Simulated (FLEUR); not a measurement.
# Collinear magnetic orders of MnF2 with FLEUR, part 2 of 4

Aim: find out whether MnF2 carries moments, and which collinear order costs least.

FLEUR MaX-R8.1; PBE with U = 4 eV on Mn d; all-electron FLAPW, Dirac cores, scalar-relativistic bands.

So far, largest spin moment in the muffin-tin sphere (μB): step 2 (run 1 (ferro ++)) 4.74.

## (3) Order 2, typed as antiferro q=(0,0,1/2) +-+-

An opposed order shows whether neighbours prefer unlike signs.

The cell is doubled to 12 atoms to hold this order. The mesh is halved along the doubled vector, so that both cells sample the same points. The k list default-1 (kpts.xml, not shown) is a Γ-centred 8×8×4 mesh.

inp.xml reads:

```
<?xml version="1.0" encoding="UTF-8" standalone="no"?>
<fleurInput fleurInputVersion="0.39">
   <comment>
      MnF2
   </comment>
   <calculationSetup>
      <cutoffs Kmax="4.29" Gmax="12.9" GmaxXC="12.9" numbands="0"/>
      <scfLoop itmax="120" minDistance="0.0001" maxIterBroyd="15" imix="Anderson" alpha="0.05" precondParam="0.0" spinf="2.0" sdNocoIR="T"/>
      <coreElectrons ctail="T" frcor="F" kcrel="0" coretail_lmax="0"/>
      <xcFunctional name="pbe" relativisticCorrections="F"/>
      <magnetism jspins="2"/>
      <soc l_soc="F" theta="0.0" phi="0.0" spav="F"/>
      <expertModes spex="0" secvar="F"/>
      <geometryOptimization l_f="F" forcealpha="1.0" forcemix="BFGS" epsdisp="0.00001" epsforce="0.00001"/>
      <ldaU l_linMix="F" mixParam="0.05" spinf="1.0"/>
   </calculationSetup>
   <cell>
      <bzIntegration valenceElectrons="116.0" mode="hist" fermiSmearingEnergy="0.00183747">
         <kPointListSelection listName="default-1"/>
         <xi:include xmlns:xi="http://www.w3.org/2001/XInclude" href="kpts.xml"> </xi:include>
      </bzIntegration>
      <xi:include xmlns:xi="http://www.w3.org/2001/XInclude" href="sym.xml"> </xi:include>
      <bulkLattice scale="1.0">
         <bravaisMatrix>
            <row-1>    9.2101471860754796     0.0000000000000000     0.0000000000000000</row-1>
            <row-2>    0.0000000000000000     9.2101471860754796     0.0000000000000000</row-2>
            <row-3>    0.0000000000000000     0.0000000000000000    12.5126325614264395</row-3>
         </bravaisMatrix>
      </bulkLattice>
   </cell>
   <atomSpecies>
      <species name="Manganese 4.501" element="Mn" atomicNumber="25">
         <mtSphere radius="2.48" gridPoints="819" logIncrement="0.015"/>
         <atomicCutoffs lmax="10" lnonsphr="8"/>
         <electronConfig flipSpins="F">
            <coreConfig>(1s1/2) (2s1/2) (2p1/2) (2p3/2)</coreConfig>
            <valenceConfig>(3s1/2) (3p1/2) (3p3/2) (4s1/2) (3d3/2) (3d5/2)</valenceConfig>
            <stateOccupation state="(3d3/2)" spinUp="1.7505" spinDown="0.2495"/>
            <stateOccupation state="(3d5/2)" spinUp="3.0" spinDown="0.0"/>
         </electronConfig>
         <energyParameters s="4" p="4" d="3" f="4"/>
         <ldaU l="2" U="4.0" J="0.0" l_amf="F"/>
         <lo type="SCLO" l="0" n="3" eDeriv="0"/>
         <lo type="SCLO" l="1" n="3" eDeriv="0"/>
      </species>
      <species name="Manganese -4.501" element="Mn" atomicNumber="25">
         <mtSphere radius="2.48" gridPoints="819" logIncrement="0.015"/>
         <atomicCutoffs lmax="10" lnonsphr="8"/>
         <electronConfig flipSpins="F">
            <coreConfig>(1s1/2) (2s1/2) (2p1/2) (2p3/2)</coreConfig>
            <valenceConfig>(3s1/2) (3p1/2) (3p3/2) (4s1/2) (3d3/2) (3d5/2)</valenceConfig>
            <stateOccupation state="(3d3/2)" spinUp="0.2495" spinDown="1.7505"/>
            <stateOccupation state="(3d5/2)" spinUp="0.0" spinDown="3.0"/>
         </electronConfig>
         <energyParameters s="4" p="4" d="3" f="4"/>
         <ldaU l="2" U="4.0" J="0.0" l_amf="F"/>
         <lo type="SCLO" l="0" n="3" eDeriv="0"/>
         <lo type="SCLO" l="1" n="3" eDeriv="0"/>
      </species>
      <species name="Fluorine (F)" element="F" atomicNumber="9">
         <mtSphere radius="1.4" gridPoints="463" logIncrement="0.023"/>
         <atomicCutoffs lmax="6" lnonsphr="4"/>
         <electronConfig flipSpins="F">
            <coreConfig>(1s1/2)</coreConfig>
            <valenceConfig>(2s1/2) (2p1/2) (2p3/2)</valenceConfig>
            <stateOccupation state="(2p1/2)" spinUp="0.833333" spinDown="0.833333"/>
            <stateOccupation state="(2p3/2)" spinUp="1.666667" spinDown="1.666667"/>
         </electronConfig>
         <energyParameters s="2" p="2" d="3" f="4"/>
      </species>
   </atomSpecies>
   <atomGroups>
      <atomGroup species="Manganese 4.501">
         <relPos label="                   1">.0000000000 .0000000000 .0000000000</relPos>
         <relPos label="                   3">1.000/2.000 1.000/2.000 1.000/4.000</relPos>
         <force calculate="T" relaxXYZ="TTT"/>
      </atomGroup>
      <atomGroup species="Manganese -4.501">
         <relPos label="                   2">.0000000000 .0000000000 1.000/2.000</relPos>
         <relPos label="                   4">1.000/2.000 1.000/2.000 -1.000/4.000</relPos>
         <force calculate="T" relaxXYZ="TTT"/>
      </atomGroup>
      <atomGroup species="Fluorine (F)">
         <relPos label="                   5">.3053000000 .3053000000 .0000000000</relPos>
         <relPos label="                   7">.1947000000 -.1947000000 1.000/4.000</relPos>
         <relPos label="                   9">-.3053000000 -.3053000000 .0000000000</relPos>
         <relPos label="                  11">-.1947000000 .1947000000 1.000/4.000</relPos>
         <force calculate="T" relaxXYZ="TTT"/>
      </atomGroup>
      <atomGroup species="Fluorine (F)">
         <relPos label="                   6">.3053000000 .3053000000 1.000/2.000</relPos>
         <relPos label="                   8">.1947000000 -.1947000000 -1.000/4.000</relPos>
         <relPos label="                  10">-.3053000000 -.3053000000 1.000/2.000</relPos>
         <relPos label="                  12">-.1947000000 .1947000000 -1.000/4.000</relPos>
         <force calculate="T" relaxXYZ="TTT"/>
      </atomGroup>
   </atomGroups>
   <output dos="F" band="F" slice="F">
      <bandDOS minEnergy="-.5*Htr" maxEnergy="0.5*Htr" sigma="0.015" storeEVData="T"/>
      <plotting iplot="0" polar="F">
         <plot TwoD="T" vec1="  1.0  0.0  0.0" vec2="  0.0  1.0  0.0" vec3="  0.0  0.0  1.0" zero="  0.0  0.0  0.0" file="plot"/>
      </plotting>
      <moessbauerParams electricFieldGradient="F" isomerShift="F" coreHyperfine="F" valenceHyperfine="F"/>
   </output>
</fleurInput>
```

crystal.txt reads:

```
MnF2
&input film=F cartesian=F /
4.87380000000  0.00000000000  0.00000000000
0.00000000000  4.87380000000  0.00000000000
0.00000000000  0.00000000000  6.62140000000
1.8897261246
1.0 1.0 1.0

12
25 0.00000000000  0.00000000000  0.00000000000 : 4.501
25 0.00000000000  0.00000000000  0.50000000000 : -4.501
25 0.50000000000  0.50000000000  0.25000000000 : 4.501
25 0.50000000000  0.50000000000  0.75000000000 : -4.501
9 0.30530000000  0.30530000000  0.00000000000
9 0.30530000000  0.30530000000  0.50000000000
9 0.19470000000  0.80530000000  0.25000000000
9 0.19470000000  0.80530000000  0.75000000000
9 0.69470000000  0.69470000000  0.00000000000
9 0.69470000000  0.69470000000  0.50000000000
9 0.80530000000  0.19470000000  0.25000000000
9 0.80530000000  0.19470000000  0.75000000000

&kpt div1=8 div2=8 div3=4 gamma=T /
```

Run with:

```console
$ OMP_NUM_THREADS=1 inpgen -f crystal.txt > inpgen.log  # inp.xml is then edited as shown
$ OMP_NUM_THREADS=1 mpirun -n 4 fleur_MPI > fleur.log
```

The log of the run:

```text
[banner, memory and clock lines left out]
Welcome to FLEUR        (www.flapw.de)
      MaX-Release 8.1          (www.max-centre.eu)

 ========== k-point set info ==========
 Selected k-point list: default-1
 k-point list type: mesh
 0 x 0 x 0
 Number of k points: 48

 ------------Calculation Setup---------------------------
 Number of PE/node        :            4
 Number of OMP-threads    :            1
 k-points in parallel     :            4
 pe's per k-point         :            1
 No of k-point loops      :           12
 Eigenvalue solver        :       lapack
 Number of basis functions:         1504
 Approximate size of matrices (H+S) per k-point:         0.067 GB
 no density matrix found ... skipping LDA+U
 Reset of history
 Iteration:     1   Distance:      14.36797660 me/bohr^3
 Iteration:     2   Distance:      13.19560009 me/bohr^3
 Iteration:     3   Distance:      11.72260860 me/bohr^3
 Iteration:     4   Distance:       6.77322894 me/bohr^3
 Iteration:     5   Distance:       2.97775089 me/bohr^3
 Iteration:     6   Distance:       1.71034394 me/bohr^3
 Iteration:     7   Distance:       0.43462423 me/bohr^3
 Iteration:     8   Distance:       0.51968794 me/bohr^3
 Iteration:     9   Distance:       0.03484375 me/bohr^3
 Iteration:    10   Distance:       0.03159057 me/bohr^3
 Iteration:    11   Distance:       0.00883431 me/bohr^3
 Iteration:    12   Distance:       0.00565211 me/bohr^3
 Iteration:    13   Distance:       0.00155870 me/bohr^3
 Iteration:    14   Distance:       0.00042240 me/bohr^3
 Iteration:    15   Distance:       0.00024825 me/bohr^3
 Iteration:    16   Distance:       0.00005132 me/bohr^3

 ********************************************************************
 Run finished successfully
 Stop message:
   all done
 ********************************************************************

--- out.xml (last complete iteration) ---
<iteration numberForCurrentRun="   16" overallNumber="   16">
         [... left out ...]
         <bandgap value="3.5253827412" units="eV"/>
         <sumValenceSingleParticleEnergies value="-73.4938317440" units="Htr"/>
         <FermiEnergy value="0.0951103883" units="Htr"/>
         <valenceDensity>
            <mtCharges spin="1">
               <mtCharge atomType="1" total="9.2119126" s="1.1177598" p="3.1432129" d="4.8884580" f="0.0407005"/>
               <mtCharge atomType="2" total="4.4858343" s="1.0945742" p="3.1241658" d="0.2041171" f="0.0404461"/>
               <mtCharge atomType="3" total="2.8418182" s="0.8077759" p="2.0320900" d="0.0016627" f="0.0002376"/>
               <mtCharge atomType="4" total="2.8226702" s="0.8055338" p="2.0160172" d="0.0009459" f="0.0001397"/>
            </mtCharges>
            <mtCharges spin="2">
               <mtCharge atomType="1" total="4.4858343" s="1.0945742" p="3.1241658" d="0.2041171" f="0.0404461"/>
               <mtCharge atomType="2" total="9.2119126" s="1.1177598" p="3.1432129" d="4.8884580" f="0.0407005"/>
               <mtCharge atomType="3" total="2.8226702" s="0.8055338" p="2.0160172" d="0.0009459" f="0.0001397"/>
               <mtCharge atomType="4" total="2.8418182" s="0.8077759" p="2.0320900" d="0.0016627" f="0.0002376"/>
            </mtCharges>
            <spinDependentCharge spin="1" total="58.0000000" interstitial="7.9465523" mtSpheres="50.0534477"/>
            <spinDependentCharge spin="2" total="58.0000000" interstitial="7.9465523" mtSpheres="50.0534477"/>
            <totalCharge value="116.0000000000"/>
         </valenceDensity>
         [... left out ...]
         <magneticMomentsInMTSpheres units="muBohr">
            <globalMagMoment atomType="1" vec="0.00000   0.00000   4.72608"/>
            <localMagMoment atomType="1" vec="0.00000   0.00000   4.72608"/>
            <globalMagMoment atomType="2" vec="0.00000   0.00000  -4.72608"/>
            <localMagMoment atomType="2" vec="0.00000   0.00000  -4.72608"/>
            <globalMagMoment atomType="3" vec="0.00000   0.00000   0.01915"/>
            <localMagMoment atomType="3" vec="0.00000   0.00000   0.01915"/>
            <globalMagMoment atomType="4" vec="0.00000   0.00000  -0.01915"/>
            <localMagMoment atomType="4" vec="0.00000   0.00000  -0.01915"/>
         </magneticMomentsInMTSpheres>
         [... left out ...]
         <totalEnergy value="    -5433.8667736801" units="Htr">
            <sumOfEigenvalues value="    -3103.4178567876">
               <coreElectrons value="-3029.9240250437"/>
               <valenceElectrons value="-73.4938317440"/>
            </sumOfEigenvalues>
            <densityCoulombPotentialIntegral value="-8213.9008411911"/>
            <densityEffectivePotentialIntegral value="-8593.2185745587"/>
            <chargeDenXCDenIntegral value="-293.0075903109"/>
            <FockExchangeEnergyValence value="0.0000000000"/>
            <FockExchangeEnergyCore value="0.0000000000"/>
         [... left out ...]
            <dftUCorrection value="-1.4095542647"/>
            <tkbTimesEntropy value="0.0000000000"/>
            <freeEnergy value="-5433.8667736801"/>
            <extrapolationTo0K value="-5433.8667736801"/>
         </totalEnergy>
         [... left out ...]
         <ldaUDensityMatrixConvergence>
            <distance spin="1" distance="0.000001"/>
            <distance spin="2" distance="0.000001"/>
         </ldaUDensityMatrixConvergence>
         <densityConvergence units="me/bohr^3">
            <chargeDensity spin="1" distance="0.0000307065"/>
            <chargeDensity spin="2" distance="0.0000307065"/>
            <overallChargeDensity distance="0.0000513191"/>
            <spinDensity distance="0.0000337330"/>
         </densityConvergence>
      </iteration>
```

The job ended after 24 min (4 MPI ranks of Arm Neoverse V1, shared host; peak memory 0.95 GiB).

Spin moment in the muffin-tin sphere by atom:

| atom | spin moment in the muffin-tin sphere (μB) |
| --- | --- |
| Mn1 | 4.73 |
| Mn2 | -4.73 |
| Mn3 | 4.73 |
| Mn4 | -4.73 |
| F5 | 0.02 |
| F6 | -0.02 |
| F7 | 0.02 |
| F8 | -0.02 |
| F9 | 0.02 |
| F10 | -0.02 |
| F11 | 0.02 |
| F12 | -0.02 |

Read from the output:

| Quantity | Value |
| --- | --- |
| free energy | -147863.0476 eV |
| program's band gap on this mesh (in a metal only a level spacing) | 3.525 eV |
| magnetization | 0 μB |
| final state | antiferromagnetic |

It lies 10.9 meV a seeded atom under the first start, and its largest moment is 4.73 μB against 4.74 μB.

## (4) Start 3: antiferro q=(0,1/2,0) +-+-

Another pattern of signs weighs the neighbour shells otherwise.

The cell is doubled to 12 atoms to hold this order. The mesh is halved along the doubled vector, so that both cells sample the same points. The k list default-1 (kpts.xml, not shown) is a Γ-centred 8×4×8 mesh.

Edit inp.xml of step 3 so:

```diff
@@ -25,4 +25,4 @@
             <row-1>    9.2101471860754796     0.0000000000000000     0.0000000000000000</row-1>
-            <row-2>    0.0000000000000000     9.2101471860754796     0.0000000000000000</row-2>
-            <row-3>    0.0000000000000000     0.0000000000000000    12.5126325614264395</row-3>
+            <row-2>    0.0000000000000000    18.4202943721509591     0.0000000000000000</row-2>
+            <row-3>    0.0000000000000000     0.0000000000000000     6.2563162807132198</row-3>
          </bravaisMatrix>
@@ -74,3 +74,3 @@
          <relPos label="                   1">.0000000000 .0000000000 .0000000000</relPos>
-         <relPos label="                   3">1.000/2.000 1.000/2.000 1.000/4.000</relPos>
+         <relPos label="                   3">1.000/2.000 1.000/4.000 1.000/2.000</relPos>
          <force calculate="T" relaxXYZ="TTT"/>
@@ -78,4 +78,4 @@
       <atomGroup species="Manganese -4.501">
-         <relPos label="                   2">.0000000000 .0000000000 1.000/2.000</relPos>
-         <relPos label="                   4">1.000/2.000 1.000/2.000 -1.000/4.000</relPos>
+         <relPos label="                   2">.0000000000 1.000/2.000 .0000000000</relPos>
+         <relPos label="                   4">1.000/2.000 -1.000/4.000 1.000/2.000</relPos>
          <force calculate="T" relaxXYZ="TTT"/>
@@ -83,6 +83,4 @@
       <atomGroup species="Fluorine (F)">
-         <relPos label="                   5">.3053000000 .3053000000 .0000000000</relPos>
-         <relPos label="                   7">.1947000000 -.1947000000 1.000/4.000</relPos>
-         <relPos label="                   9">-.3053000000 -.3053000000 .0000000000</relPos>
-         <relPos label="                  11">-.1947000000 .1947000000 1.000/4.000</relPos>
+         <relPos label="                   5">.3053000000 .1526500000 .0000000000</relPos>
+         <relPos label="                  11">-.1947000000 .0973500000 1.000/2.000</relPos>
          <force calculate="T" relaxXYZ="TTT"/>
@@ -90,6 +88,14 @@
       <atomGroup species="Fluorine (F)">
-         <relPos label="                   6">.3053000000 .3053000000 1.000/2.000</relPos>
-         <relPos label="                   8">.1947000000 -.1947000000 -1.000/4.000</relPos>
-         <relPos label="                  10">-.3053000000 -.3053000000 1.000/2.000</relPos>
-         <relPos label="                  12">-.1947000000 .1947000000 -1.000/4.000</relPos>
+         <relPos label="                   6">.3053000000 -.3473500000 .0000000000</relPos>
+         <relPos label="                  12">-.1947000000 -.4026500000 1.000/2.000</relPos>
+         <force calculate="T" relaxXYZ="TTT"/>
+      </atomGroup>
+      <atomGroup species="Fluorine (F)">
+         <relPos label="                   7">.1947000000 .4026500000 1.000/2.000</relPos>
+         <relPos label="                  10">-.3053000000 -.1526500000 .0000000000</relPos>
+         <force calculate="T" relaxXYZ="TTT"/>
+      </atomGroup>
+      <atomGroup species="Fluorine (F)">
+         <relPos label="                   8">.1947000000 -.0973500000 1.000/2.000</relPos>
+         <relPos label="                   9">-.3053000000 .3473500000 .0000000000</relPos>
          <force calculate="T" relaxXYZ="TTT"/>
```

crystal.txt reads:

```
MnF2
&input film=F cartesian=F /
4.87380000000  0.00000000000  0.00000000000
0.00000000000  9.74760000000  0.00000000000
0.00000000000  0.00000000000  3.31070000000
1.8897261246
1.0 1.0 1.0

12
25 0.00000000000  0.00000000000  0.00000000000 : 4.501
25 0.00000000000  0.50000000000  0.00000000000 : -4.501
25 0.50000000000  0.25000000000  0.50000000000 : 4.501
25 0.50000000000  0.75000000000  0.50000000000 : -4.501
9 0.30530000000  0.15265000000  0.00000000000
9 0.30530000000  0.65265000000  0.00000000000
9 0.19470000000  0.40265000000  0.50000000000
9 0.19470000000  0.90265000000  0.50000000000
9 0.69470000000  0.34735000000  0.00000000000
9 0.69470000000  0.84735000000  0.00000000000
9 0.80530000000  0.09735000000  0.50000000000
9 0.80530000000  0.59735000000  0.50000000000

&kpt div1=8 div2=4 div3=8 gamma=T /
```

The log of the run:

```text
[banner, memory and clock lines left out]
Welcome to FLEUR        (www.flapw.de)
      MaX-Release 8.1          (www.max-centre.eu)

 ========== k-point set info ==========
 Selected k-point list: default-1
 k-point list type: mesh
 0 x 0 x 0
 Number of k points: 76

 [... set-up left out ...]
 no density matrix found ... skipping LDA+U
 Reset of history
 Iteration:     1   Distance:      14.37580816 me/bohr^3
 Iteration:     2   Distance:      13.19322112 me/bohr^3
 Iteration:     3   Distance:      11.72111963 me/bohr^3
 Iteration:     4   Distance:       6.77206174 me/bohr^3
[...]
[... left out ...]
            <freeEnergy value="-5433.8666551436"/>
            <extrapolationTo0K value="-5433.8666551436"/>
         </totalEnergy>
         [... left out ...]
         <ldaUDensityMatrixConvergence>
            <distance spin="1" distance="0.000160"/>
            <distance spin="2" distance="0.000159"/>
         </ldaUDensityMatrixConvergence>
         <densityConvergence units="me/bohr^3">
            <chargeDensity spin="1" distance="0.0140736885"/>
            <chargeDensity spin="2" distance="0.0140576736"/>
            <overallChargeDensity distance="0.0212312973"/>
            <spinDensity distance="0.0184555089"/>
         </densityConvergence>
      </iteration>
```

The job ended after 28 min (4 MPI ranks; peak memory 1.2 GiB).

The run was cut off at its time limit.

After 11 cycles the density distance stands at 0.021 me/bohr³, above the threshold of 0.0001.

(Part 2 of 4 ends here.)

[Logs and program files are shortened in this print: banners, set-up blocks, solver, clock and traceback lines can be left out without a mark of their own.]

[Logs are printed without paths, hosts, clocks, repeated set-up lines and the standing remarks that a program may print on its own settings, such as how far it seeks lower states.]

[Hosts, paths, dates, database ids (printed as entryN), source tags and the programs' standing remarks are cut or masked in the printed files.]

[Where a cell is said to come from a database of computed structures, the database is the Materials Project.]
